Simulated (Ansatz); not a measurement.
# Static equation of state of amorphous poly(vinylidene fluoride) (as short chains C8F6H12), from a frame at 500 K, (78 atoms)

Density of this cell: 1.36 g/cm³. The cell holds 78 atoms: 24 C, 18 F and 36 H. Its edges and angles: a = 9.520 Å, b = 9.242 Å, c = 9.513 Å, α = 99.4°, β = 98.5°, γ = 89.4°. The starting structure: 3 poly(vinylidene fluoride) chains of 3 units with methyl end groups placed at random, at 1.44 g/cm³; overlaps pushed apart, then 20 ps at 800 K with MMFF94 bonds, angles, torsions, charges and radii (Halgren, J. Comput. Chem. 17, 490 (1996)) in harmonic and 12-6 forms. Snapshot after 30 ps at 500 K and fixed volume.

Calculated with Ansatz 0.2.0: Kohn-Sham DFT, PBE+D4, PAW (set soft_2), plane waves; cutoff 420 eV, Γ point, fermi-dirac smearing of 0.05 eV. Cell and atoms were relaxed first, to V0 = 10.468 Å³ an atom at a residual P0 = 0.003 GPa. The cell was then scaled evenly, and the atoms were relaxed at each volume.

| volume (Å³/atom) | pressure (GPa) |
| --- | --- |
| 9.4212 | ? |
| 9.8399 | 0.3859 |
| 10.154 | 0.2136 |
| 10.782 | -0.1170 |
| 11.096 | -0.2035 |

Task: Fit the third-order Birch–Murnaghan equation to the rows given and extrapolate to the withheld row.

Worked fit:

Take the Eulerian strain f = ½[(V0/V)^(2/3) − 1] and the normalised pressure F = (P − P0) / [3f(1 + 2f)^(5/2)]. The third-order Birch–Murnaghan equation is then the line F = B0 + (3/2)B0(B′ − 4) f, so u = f and v = F.

```
      u = f  v = F (GPa)
  0.0210564      5.47173
  0.0102570      6.51401
-0.00975636      4.29477
 -0.0190507      3.97583
```

With n = 4: mean u = 6.2657e-4, mean v = 5.06408, Σ(u − ū)² = 0.0010051, Σ(u − ū)(v − v̄) = 0.051693. Slope b = 0.051693 / 0.0010051 = 51.430; intercept a = v̄ − b ū = 5.0319.

So B0 = a = 5.03 GPa and B′ = 4 + 2b/(3a) = 10.8. At the withheld volume f = 0.03638, F = a + b f = 6.903 GPa, and P = P0 + 3f(1 + 2f)^(5/2) F.

Prediction at 9.4212: 0.9008 GPa. The run gave 0.7690 GPa, so the fit is high by 0.13 GPa (17 % of the value).

The series isn't one smooth equation of state: even a line fitted to all rows, the withheld one included, misses F by up to 18.3 %. B0 and B′ are then only the numbers of this fit, not moduli of the material. Among the rows given, the largest miss of the fit is at 9.8399, by 0.045 GPa (4.6 % of the range of the table).

Limits: Static cells at zero temperature; the cell shape is held. The program notes that the SCF threshold of these relaxations is loose for the stress. The network of contacts between molecules at the start is that of the classical potential that made the cell, and needn't be the one that DFT or experiment would give. Only the Γ point is sampled, in a cell whose shortest periodic width is 9 Å.

[Logs are printed without paths, hosts, clocks, repeated set-up lines and the standing remarks that a program may print on its own settings, such as how far it seeks lower states.]

[Hosts, paths, dates, database ids (printed as entryN), source tags and the programs' standing remarks are cut or masked in the printed files.]

[The MMFF94 radii named for the starting cell were scaled by 0.96; in molecules described by MMFF94, hydrogen bound to N, O or S took a small fixed 12-6 site in their place.]
